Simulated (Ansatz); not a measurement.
# Localised basis functions on 60-degree dislocation dipole in Si (shuffle set) (120 atoms), part 2 of 2

Wanted: errors and times of a linear-scaling basis for 60-degree dislocation dipole in Si (shuffle set) (120 atoms). A setting counts as converged where the r.m.s. difference of forces stays under 1 % of the r.m.s. force.

Ansatz 0.2.0; Kohn-Sham DFT, PBE, PAW (set soft_2), plane waves.

The cell: 120 Si. The cell is under 6 Å thick along one periodic direction. The host structure and its lattice constant were typed by rule, without a check against the phase diagram.

So far. Step 11 (Support functions medium, radius 6.09 Å): Forces differ from the reference by 0.09 meV/Å r.m.s., 0.012 % of their size, well within a tolerance of 1 %; the energy by -0.23 meV/atom. It took 8.6 min and 12 cycles; the reference's time can't be set against it, since the two runs asked for unlike analyses. The two runs also began from different starting densities, which bears on cycles and time.

## (14) What the reference run shows

With the settings judged, the reference run is read for its physics.

Neighbours are counted within 2.93 Å (Si-Si).

Length of the force by element and coordination:

```csv
element,coordination,atoms,mean length of the force (eV/Å),spread,least,most
Si,all,120,1.03,0.775,0.102,3.76
Si,3,1,3.36,0,3.36,3.36
Si,4,118,1.01,0.751,0.102,3.76
Si,5,1,0.823,0,0.823,0.823
```

The mean of these charges, 0.039 e, is only the charge that the projection spills.

Löwdin charges by element and coordination (they lack the spilled electrons, 0.039 e an atom on average):

```
element  coordination  atoms  mean charge (e)  spread   least    most
     Si           all    120           0.0393  0.0079  -0.002    0.06
     Si             3      1           -0.002       0  -0.002  -0.002
     Si             4    118           0.0398  0.0068   0.002    0.06
     Si             5      1           0.0218       0  0.0218  0.0218
```

Density of states as counts of states in windows of 0.5 eV (from the Fermi level), total and the larger projections:

```
from (eV)  to (eV)  total  Si p  Si s
      -10     -9.5   24.3   7.4  16.8
     -9.5       -9   19.2   6.1  13.0
       -9     -8.5   15.4   5.4   9.9
     -8.5       -8    8.7   3.3   5.4
       -8     -7.5    9.4   3.9   5.4
     -7.5       -7   21.2  11.4   9.6
       -7     -6.5   24.1  13.5  10.4
     -6.5       -6   16.8   9.3   7.3
       -6     -5.5   16.0   9.2   6.7
     -5.5       -5   10.6   6.5   4.0
       -5     -4.5    6.7   5.4   1.3
     -4.5       -4   31.3  28.0   3.0
       -4     -3.5   38.0  33.8   3.9
     -3.5       -3   34.0  30.7   3.0
       -3     -2.5   36.2  33.8   2.0
     -2.5       -2   38.6  36.9   1.2
       -2     -1.5   37.9  36.3   1.1
     -1.5       -1   22.6  21.6   0.6
       -1     -0.5   11.5  10.9   0.3
     -0.5        0    6.1   5.4   0.4
        0      0.5    5.2   3.5   1.2
      0.5        1   14.4   8.5   4.1
        1      1.5   24.3  14.2   6.7
      1.5        2   32.9  19.4   8.6
        2      2.5   38.4  23.1   8.9
      2.5        3   36.4  23.0   5.8
```

The curve was stored every 0.100 eV, coarse against its broadening of 0.08 eV, so these counts are rough.

Between -13 and -10 eV lie 51 more states.

The levels nearest the highest filled one (over half full), pooled over k-points and spins:

| level less the highest filled one (eV) | occupation |
| --- | --- |
| -0.286 | 2 |
| -0.232 | 2 |
| -0.181 | 2 |
| -0.122 | 2 |
| -0.0036 | 1.37 |
| 0 | 1.22 |
| 0.0439 | 0.027 |
| 0.173 | 0 |
| 0.177 | 0 |
| 0.259 | 0 |
| 0.312 | 0 |
| 0.371 | 0 |

Valence density in the ab plane at fractional z = 0.099, with atoms of Si within 0.2 Å of it. It is the smooth field of the valence electrons, not physical close to the nuclei.

Values in e/Å³, 13 rows by 16 columns, each cell a mean:
```
0.05 0.22 0.25 0.42 0.25 0.26 0.06 0.10 0.29 0.33 0.34 0.22 0.13 0.04 0.16 0.31
0.04 0.19 0.36 0.23 0.09 0.08 0.06 0.06 0.25 0.41 0.13 0.04 0.09 0.14 0.21 0.36
0.20 0.28 0.34 0.31 0.07 0.08 0.30 0.31 0.35 0.34 0.28 0.07 0.16 0.36 0.36 0.26
0.30 0.28 0.18 0.19 0.08 0.04 0.16 0.32 0.17 0.07 0.09 0.08 0.07 0.23 0.30 0.11
0.33 0.25 0.07 0.08 0.21 0.24 0.19 0.32 0.41 0.16 0.13 0.33 0.33 0.28 0.39 0.29
0.27 0.38 0.17 0.08 0.14 0.27 0.20 0.12 0.19 0.20 0.09 0.11 0.19 0.16 0.12 0.13
0.17 0.17 0.25 0.32 0.15 0.12 0.29 0.30 0.21 0.31 0.34 0.13 0.10 0.31 0.40 0.28
0.36 0.37 0.27 0.25 0.17 0.07 0.16 0.34 0.22 0.11 0.12 0.09 0.05 0.10 0.34 0.26
0.17 0.34 0.18 0.05 0.09 0.18 0.19 0.32 0.34 0.13 0.05 0.18 0.29 0.31 0.32 0.31
0.42 0.31 0.29 0.08 0.10 0.34 0.35 0.25 0.20 0.11 0.04 0.11 0.36 0.33 0.10 0.07
0.29 0.07 0.05 0.07 0.09 0.28 0.36 0.14 0.03 0.09 0.19 0.26 0.36 0.29 0.12 0.04
0.27 0.08 0.07 0.26 0.26 0.41 0.23 0.19 0.04 0.10 0.29 0.35 0.20 0.14 0.07 0.03
0.08 0.05 0.05 0.23 0.47 0.18 0.04 0.05 0.09 0.14 0.35 0.32 0.11 0.04 0.13 0.20
```
Columns run along a (16.0 Å, from fractional 0.26 to 0.74 of the cell), rows up along b (18.9 Å). Atoms in or near the plane, at fractional coordinates: Si at (0.59, 0.00), Si at (0.58, 0.13), Si at (0.65, 0.18), Si at (0.39, 0.97), Si at (0.38, 0.09), Si at (0.45, 0.15), Si at (0.72, 0.98), Si at (0.53, 0.95), Si at (0.33, 0.92).

ELF in the ab plane at fractional z = 0.099, with atoms of Si within 0.2 Å of it. It is the smooth field of the valence electrons, not physical close to the nuclei.

Values, 13 rows by 16 columns, each cell a mean:
```
0.09 0.47 0.45 0.84 0.41 0.52 0.10 0.23 0.49 0.56 0.73 0.39 0.30 0.04 0.35 0.54
0.05 0.44 0.67 0.59 0.21 0.17 0.10 0.13 0.59 0.77 0.35 0.05 0.21 0.31 0.53 0.63
0.39 0.70 0.53 0.62 0.18 0.21 0.70 0.56 0.77 0.57 0.68 0.14 0.43 0.61 0.65 0.53
0.53 0.69 0.41 0.45 0.21 0.08 0.41 0.68 0.45 0.15 0.23 0.22 0.17 0.58 0.68 0.26
0.67 0.56 0.19 0.27 0.61 0.60 0.54 0.62 0.82 0.45 0.38 0.82 0.68 0.62 0.71 0.69
0.54 0.75 0.43 0.23 0.42 0.65 0.48 0.27 0.47 0.51 0.22 0.29 0.48 0.37 0.28 0.35
0.43 0.32 0.52 0.70 0.41 0.29 0.67 0.64 0.53 0.65 0.82 0.41 0.27 0.73 0.67 0.71
0.75 0.59 0.62 0.54 0.48 0.18 0.41 0.69 0.55 0.28 0.36 0.24 0.10 0.28 0.73 0.63
0.46 0.70 0.45 0.07 0.24 0.42 0.44 0.63 0.62 0.37 0.08 0.48 0.55 0.72 0.62 0.56
0.80 0.52 0.62 0.17 0.27 0.62 0.58 0.62 0.43 0.29 0.05 0.27 0.65 0.70 0.29 0.15
0.64 0.15 0.09 0.14 0.22 0.66 0.67 0.33 0.03 0.20 0.36 0.60 0.64 0.46 0.29 0.05
0.44 0.17 0.13 0.47 0.47 0.84 0.41 0.43 0.06 0.23 0.51 0.66 0.52 0.29 0.15 0.03
0.17 0.07 0.08 0.54 0.82 0.47 0.07 0.08 0.19 0.38 0.69 0.58 0.26 0.04 0.30 0.36
```
Columns run along a (16.0 Å, from fractional 0.26 to 0.74 of the cell), rows up along b (18.9 Å). Atoms in or near the plane, at fractional coordinates: Si at (0.59, 0.00), Si at (0.58, 0.13), Si at (0.65, 0.18), Si at (0.39, 0.97), Si at (0.38, 0.09), Si at (0.45, 0.15), Si at (0.72, 0.98), Si at (0.53, 0.95), Si at (0.33, 0.92).

Löwdin charges run from -0.00 to +0.06 e, about a mean that is the spilled charge alone. Within 0.4 eV of the Fermi level the largest share is Si p (84 % of the projected weight).

## (15) Structure statistics

These statistics describe the geometry on which the runs were made.

Density 2.33 g/cm³, 20.02 Å³ an atom.

Pair distribution function in bins of 0.2 Å:

```csv
r (Å),total
2.00,0.03
2.20,1.24
2.40,4.23
2.60,0.20
2.80,0.05
3.00,0.03
3.20,0.05
3.40,0.10
3.60,0.48
3.80,4.38
4.00,1.43
4.20,0.30
4.40,2.01
4.60,2.14
4.80,0.21
5.00,0.15
5.20,0.32
5.40,0.75
5.60,0.64
5.80,1.06
6.00,1.26
6.20,0.43
6.40,0.59
6.60,2.13
6.80,1.62
7.00,1.23
7.20,0.92
7.40,0.51
```

Bonds by pair of elements; cutoffs follow the first minimum of g(r), held within bounds set by covalent radii, and pairs that aren't listed don't count as bonded:

```
pair A-B  cutoff (Å)  bonds  mean length (Å)  spread (Å)  shortest (Å)  B about A  A about B
   Si-Si        2.93    240             2.36       0.093          2.08          4          4
```

How many atoms have how many bonded neighbours:

```csv
element,mean,3,4,5
Si,4,1,118,1
```

Rings of the network by King's shortest-path rule, up to 12 atoms, one path for each pair of neighbours; H, halogens, alkali and alkaline-earth atoms are left out, and the last column divides by all other atoms, bonded or not:

```csv
ring size (atoms),rings,per network atom
4,1,0.008
6,235,1.96
8,3,0.025
```

By these cutoffs 98 % of Si atoms have 4 bonded neighbours. Rings of 6 atoms are the most common (98 % of those counted); sizes run from 4 to 8.

A closer look about Si87, which has 3 bonded neighbours where the commonest count for Si is 4: 8 atoms, nearest first, numbered in the order of the input, with positions taken from that point.

```
 atom      x      y      z  distance (Å)  bonds  Löwdin charge (e)     Fx     Fy  Fz (eV/Å)
 Si87   0.00   0.00   0.00          0.00      3               0.00   2.91   1.64       0.32
 Si86  -1.89  -0.81  -0.37          2.08      4               0.04  -1.84  -1.57      -2.87
 Si74   1.08  -0.60  -1.90          2.27      4               0.05  -0.69  -1.71      -0.17
 Si74   1.08  -0.60   1.94          2.30      4               0.05  -0.69  -1.71      -0.17
 Si99  -2.67   0.15   1.37          3.01      4               0.05  -0.02   1.73       2.27
Si101   0.86   2.96   0.67          3.15      4               0.06  -1.38   0.51      -1.69
Si100  -1.80   2.49   1.04          3.24      4               0.03   0.16  -0.55      -0.40
 Si88   2.14   2.38  -1.46          3.52      4               0.06   0.86   2.16       2.04
```

The column of bonds counts only the pairs Si-Si within 2.93 Å; other neighbours, such as metal atoms beside each other in a compound, aren't counted, and periodic images can show an atom twice.

## (16) Summary of results

```
free energy per atom         : -635.6862 eV/atom
density                      : 2.329 g/cm³
pressure                     : 2.827 GPa
r.m.s. force component       : 0.7439 eV/Å
wall time of the 10 DFT runs : 48 min
```

**Reading.** Against plane waves at 420 eV, the forces differ by 0.20 meV/Å (0.026 %) with support functions medium, and by 0.09 meV/Å in the closest run (support functions medium, radius 6.09 Å). Differences between support functions and plane waves include what basis error the plane-wave run still has. As the radius goes from 3.94 to 6.09 Å, the force difference goes from 0.26 to 0.09 meV/Å, and the time from 2.7 min to 8.6 min.

2 levels are partly filled, by over 2 % (on the run's k-points): no clear gap opens at this level. Levels of broken or missing bonds inside a gap of the host would look the same. By these cutoffs 98 % of Si atoms have 4 bonded neighbours.

Caveats: The geometry was built by rule, was displaced at random and isn't relaxed at this level: its force components are 0.74 eV/Å r.m.s. The pressure of 2.8 GPa belongs to a cell and atoms that aren't relaxed at this level.

[Logs are printed without paths, hosts, clocks, repeated set-up lines and the standing remarks that a program may print on its own settings, such as how far it seeks lower states.]

[Hosts, paths, dates, database ids (printed as entryN), source tags and the programs' standing remarks are cut or masked in the printed files.]
